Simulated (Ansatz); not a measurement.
# A hypothetical structure for TeS2, part 2 of 2

Starting from a made-up structure for TeS2, the aim is the relaxed cell, its shortest contacts and, where a second run follows, its electronic structure.

Ansatz 0.2.0; DFT, r2SCAN, plane-wave PAW, files of the set soft_1, scalar-relativistic, no spin, cell and ions relaxed at zero pressure; PAW set soft_1 (the session's first sound run).

So far: Starting point; Relaxation of the guess. The relaxed cell has a = 3.813, c = 6.152 Å (conventional setting).

## 3. Electronic structure of the relaxed cell

A second self-consistent run takes a narrower smearing and the mesh shown in its input; the bands follow along the standard path of the relaxed lattice.

This step: DFT, r2SCAN, plane-wave PAW, files of the set soft_1, scalar-relativistic, no spin, bands and density of states at the relaxed cell; PAW set soft_1 (Ansatz 0.2.0).

Input file input.yaml:

```yaml
crystal:
  lattice:
    - [3.8126302421, 0.0, 0.0]
    - [-1.9063151211, 3.3018346449, 0.0]
    - [0.0, 0.0, 6.1517711725]
  atoms:
    - { symbol: Te, position: [0.0, 0.0, 0.0] }
    - { symbol: S, position: [0.3333333333, 0.6666666667, 0.2505456233] }
    - { symbol: S, position: [0.6666666667, 0.3333333333, 0.7494543767] }
kpoints:
  mp_grid: { grid: [10, 10, 6] }
  band_path:
    path:
      - [[0.0, 0.0, 0.0], [0.5, 0.0, 0.0], [0.33333333, 0.33333333, 0.0], [0.0, 0.0, 0.0], [0.0, 0.0, 0.5], [0.5, 0.0, 0.5], [0.33333333, 0.33333333, 0.5], [0.0, 0.0, 0.5]]
      - [[0.5, 0.0, 0.5], [0.5, 0.0, 0.0]]
      - [[0.33333333, 0.33333333, 0.0], [0.33333333, 0.33333333, 0.5]]
    npoints: 8
scf:
  occupations: { method: fermi_dirac, width: 0.03 }
  n_extra_bands: 7
hamiltonian:
  xc: r2scan
  pseudopotentials: { kind: paw, azcp: { folder: soft_1 } }
output:
  forces: true
  stress: true
  write_bands: true
  dos: { projected: true }
  write_density: true
  write_potential: true
  elf: true
  volumetric_format: npy
```

Command:

```console
> ansatz run input.yaml --threads 4 --pin off --max-ram 8192MiB --backend cpu --events-out ev --progress --plain --runs-dir out
```

Numbers of over 12 decimals in the logs are rounded to 6 here.

What it wrote:

```text
[...]
Crystal: 3 atoms, lattice volume = 77.443 Å³
Basis set: ecut = 500 eV, 1949 PW (Γ), exchange–correlation on 120×120×180 points (64 copies of the dense FFT grid, shifted against one another)
Bands: 21, of which v1, the nominal top of the filled ones, is band 14 counted from 1 (13 counted from 0)
Symmetry: 12 space group operations
[...]
k-points: 72 of 600
[...]
SCF iter   8: F=-8806.193994 eV  HF=-8806.193994 eV  |F-HF|=3.63e-9  |Δ(HF+E_count)|=   4.65e-9  Δρ=3.26e-6  dr2=1.18e-8  dr2_τ=8.31e-10  ethr=3.57e-10  ⟨swp⟩=13.0  Hψ=11464  notcnv=0
SCF 1 converged in 8 iterations: F = -8806.193994 eV  dr2 = 1.18e-8
[...]
NSCF: frozen V_eff on 75 k-points
SCF converged after 8 iterations
Free energy (F): -8806.193994 eV
[...]
Internal energy: -8806.193993 eV  (E = F + TS)
E sigma→0 (E₀):  -8806.193993 eV
Entropy (-TS):   -0.000001 eV (-0.000 meV/atom)
Fermi energy:    6.411827 eV
[...]
--- Forces (eV/Å), atoms counted from 1 ---
  atom   1  Te     0.00000000     0.00000000     0.00000000
  atom   2  S     -0.00000000     0.00000000    -0.00081071
  atom   3  S      0.00000000    -0.00000000     0.00081071
  max |Σ_I F_I| component: 1.08e-19 eV/Å
--- Stress (GPa, compression-positive) ---
       -0.009675      -0.000000       0.000000
       -0.000000      -0.009675      -0.000000
        0.000000      -0.000000       0.030614
  P = ⅓ Tr σ = 0.0038 GPa (0.038 kbar)
--- Band table (eV; the first three rows and the last of 72) ---
  k-point 0: bands = [... 10 lower, 4.4573, 4.5512, 4.5512, 4.7269, 6.9943, 7.8546, 7.8546, 13.5764, ... 3 higher]
  k-point 1: bands = [... 10 lower, 3.9348, 4.5756, 4.5756, 5.2056, 6.9252, 7.8056, 7.8056, 13.6819, ... 3 higher]
  k-point 2: bands = [... 10 lower, 3.4227, 4.6251, 4.6251, 5.6723, 6.7552, 7.7083, 7.7083, 13.6527, ... 3 higher]
  k-point 71: bands = [... 10 lower, 1.1253, 4.5515, 4.6886, 6.1211, 8.6174, 9.0349, 9.5115, 13.4757, ... 3 higher]
```

Run time: 6.4 s. Hardware: 4 threads of Arm Neoverse V2, shared host; peak memory 0.59 GiB; 24 s of CPU time.

The column dr2 measures how far the density is from self-consistency, as an energy; F and HF (Harris–Foulkes) agree once it is small.

This step gave:

| Quantity | Value |
| --- | --- |
| free energy | -8806.1940 eV |
| Fermi energy | 6.412 eV |
| gap by band count | 0.5131 eV |
| pressure | 0.003755 GPa |

From bands.tsv. The electronic bands at the labelled points (eV, zero at the valence top; v1 is the highest filled band, c1 the lowest empty one):

| point | v4 | v3 | v2 | v1 | c1 | c2 | c3 | c4 |
| --- | --- | --- | --- | --- | --- | --- | --- | --- |
| Γ | -1.70 | -1.61 | -1.61 | -1.43 | 0.83 | 1.69 | 1.69 | 7.42 |
| halfway | -3.71 | -1.48 | -1.39 | -0.36 | 1.54 | 2.38 | 2.99 | 5.80 |
| M | -4.20 | -2.19 | -1.52 | -0.95 | 1.71 | 2.77 | 4.29 | 4.85 |
| halfway | -4.39 | -2.22 | -2.15 | -0.61 | 2.86 | 2.91 | 4.18 | 5.50 |
| K | -5.10 | -2.33 | -2.33 | -0.65 | 3.68 | 3.68 | 3.91 | 6.82 |
| halfway | -3.25 | -2.24 | -1.30 | -0.22 | 2.18 | 2.64 | 2.88 | 6.20 |
| Γ | -1.70 | -1.61 | -1.61 | -1.43 | 0.83 | 1.69 | 1.69 | 7.42 |
| halfway | -2.52 | -1.56 | -1.56 | -0.70 | 0.69 | 1.60 | 1.60 | 7.54 |
| A | -2.74 | -1.51 | -1.51 | -0.27 | 0.47 | 1.50 | 1.50 | 7.42 |
| halfway | -3.34 | -2.39 | -1.56 | -0.56 | 2.03 | 2.54 | 3.26 | 5.80 |
| L | -3.68 | -1.98 | -1.78 | -1.19 | 2.40 | 2.93 | 3.22 | 5.17 |
| halfway | -4.33 | -1.72 | -1.54 | -0.59 | 2.76 | 2.89 | 3.03 | 5.88 |
| H | -5.29 | -1.51 | -1.51 | 0.00 | 2.64 | 2.64 | 3.38 | 8.00 |
| halfway | -3.50 | -2.02 | -1.87 | -0.18 | 1.85 | 3.11 | 3.21 | 5.94 |
| A | -2.74 | -1.51 | -1.51 | -0.27 | 0.47 | 1.50 | 1.50 | 7.42 |
| jump to L | -3.68 | -1.98 | -1.78 | -1.19 | 2.40 | 2.93 | 3.22 | 5.17 |
| halfway | -3.98 | -1.85 | -1.65 | -1.31 | 2.06 | 2.99 | 3.60 | 5.06 |
| M | -4.20 | -2.19 | -1.52 | -0.95 | 1.71 | 2.77 | 4.29 | 4.85 |
| jump to K | -5.10 | -2.33 | -2.33 | -0.65 | 3.68 | 3.68 | 3.91 | 6.82 |
| halfway | -5.20 | -1.94 | -1.94 | -0.34 | 3.17 | 3.17 | 3.67 | 7.15 |
| H | -5.29 | -1.51 | -1.51 | 0.00 | 2.64 | 2.64 | 3.38 | 8.00 |

Counts of states for the cell as run, both spins, by energy window (eV from the valence-band top): Near the top, bands beyond those computed are missing, so counts there can be too low.

```csv
from,to,total
-8,-7,0.00
-7,-6,0.16
-6,-5,1.68
-5,-4,2.37
-4,-3,1.48
-3,-2,1.52
-2,-1,2.92
-1,0,1.86
0,1,0.03
1,2,0.95
2,3,2.91
3,4,2.01
4,5,0.11
```

Below -8 eV lie 16.0 more states.

ELF in the ac plane at fractional y = 0.000, with atoms of Te within 0.2 Å of it. It is the smooth field of the valence electrons, not physical close to the nuclei.

Ten even steps from '_' (0.00) to '@' (0.78), each cell a mean:
```
__..--++++--....::==++++::__
::--++++++--------==++++==::
++++++++++++++**++++++++++++
++++++==++**%%%%##**++==++++
--------++%%@@@@@@##++------
......--**%%@@@@@@%%++::....
____..--**%%@@@@@@%%++::____
______::++##%%@@%%##==..____
______..--==++**++==::______
__________..........________
____________________________
____________________________
______..::--==++==--..______
______::==##%%%%%%**==..____
____..--**%%@@@@@@%%++::____
__....--**%%@@@@@@%%++::....
::::::--**%%@@@@@@##++--::::
++++====++##%%%%%%**======++
++++++++++++******++++++++++
--==++++++==--==--==++++++--
__..==++++--::..::==++++--..
..__--++++--......==++++::__
```
Columns run along a (3.8 Å), rows up along c (6.2 Å). Atoms in or near the plane, at fractional coordinates: Te at (0.00, 0.00).

Electrostatic potential energy in the ac plane at fractional y = 0.000, with atoms of Te within 0.2 Å of it. With pseudopotentials it is smooth inside the atoms' cores, unlike the true potential.

Ten even steps from '0' (-27 eV) to '9' (12 eV), each cell a mean:
```
96016889875027
31037899886202
00368889887520
55788888888765
78888888888888
99999888899999
99999988899999
99999999999999
99999999999999
99999999999999
99999999999999
99999999999999
99999999999999
99999999999999
99999998999999
99999888899999
88899888889988
66788888888876
12478888888631
10047899886300
85016889875016
99115889874049
```
Columns run along a (3.8 Å; values clipped at the 3rd and 97th percentile), rows up along c (6.2 Å). Atoms in or near the plane, at fractional coordinates: Te at (0.00, 0.00).

Valence density in the ac plane at fractional y = 0.000, with atoms of Te within 0.2 Å of it. It is the smooth field of the valence electrons, not physical close to the nuclei.

Values in e/Å³, 22 rows by 14 columns, each cell a mean:
```
13  9  3  1  0  0  0  0  0  0  0  1  5 11
 6  4  2  1  0  0  0  0  0  0  0  1  2  5
 1  1  1  0  0  0  0  0  0  0  0  0  1  1
 0  0  0  0  0  0  0  0  0  0  0  0  0  0
 0  0  0  0  0  0  0  0  0  0  0  0  0  0
 0  0  0  0  0  0  0  0  0  0  0  0  0  0
 0  0  0  0  0  0  0  0  0  0  0  0  0  0
 0  0  0  0  0  0  0  0  0  0  0  0  0  0
 0  0  0  0  0  0  0  0  0  0  0  0  0  0
 0  0  0  0  0  0  0  0  0  0  0  0  0  0
 0  0  0  0  0  0  0  0  0  0  0  0  0  0
 0  0  0  0  0  0  0  0  0  0  0  0  0  0
 0  0  0  0  0  0  0  0  0  0  0  0  0  0
 0  0  0  0  0  0  0  0  0  0  0  0  0  0
 0  0  0  0  0  0  0  0  0  0  0  0  0  0
 0  0  0  0  0  0  0  0  0  0  0  0  0  0
 0  0  0  0  0  0  0  0  0  0  0  0  0  0
 0  0  0  0  0  0  0  0  0  0  0  0  0  0
 1  1  0  0  0  0  0  0  0  0  0  0  1  1
 4  3  1  1  0  0  0  0  0  0  0  1  2  3
12  8  3  1  0  0  0  0  0  0  0  1  4  9
17 12  4  1  0  0  0  0  0  0  0  2  6 14
```
Columns run along a (3.8 Å), rows up along c (6.2 Å). Atoms in or near the plane, at fractional coordinates: Te at (0.00, 0.00).

## 4. Results

* space group, relaxed: P-3m1
* conventional cell: a = 3.813, b = 3.813, c = 6.152 Å; α = 90.0°, β = 90.0°, γ = 120.0°
* volume per atom: 25.81 Å³ (guess 24.31)

What this shows: TeS2 relaxes to P-3m1 with a = 3.813, b = 3.813 and c = 6.152 Å. The guessed volume was 6 % too small. The space group P-3m1 was held in the relaxation, so the end point is a stationary structure within it and may be a saddle against distortions or other arrangements. It has an indirect Kohn–Sham gap of 0.47 eV, which semilocal functionals understate. On the 10×10×6 mesh with the narrower smearing (relaxed on 8×8×5) the largest force component is 0.001 eV/Å and the largest stress component is 0.031 GPa, within the relaxation's thresholds of 0.015 eV/Å and 0.05 GPa. The cutoff wasn't tested. Spin-orbit coupling is left out, which can matter for elements this heavy. No dispersion term is used, so weakly bound directions may come out too long. Nothing here tests whether the compound is stable against decomposition.

[Logs are printed without paths, hosts, clocks, repeated set-up lines and the standing remarks that a program may print on its own settings, such as how far it seeks lower states.]

[Hosts, paths, dates, database ids (printed as entryN), source tags and the programs' standing remarks are cut or masked in the printed files.]
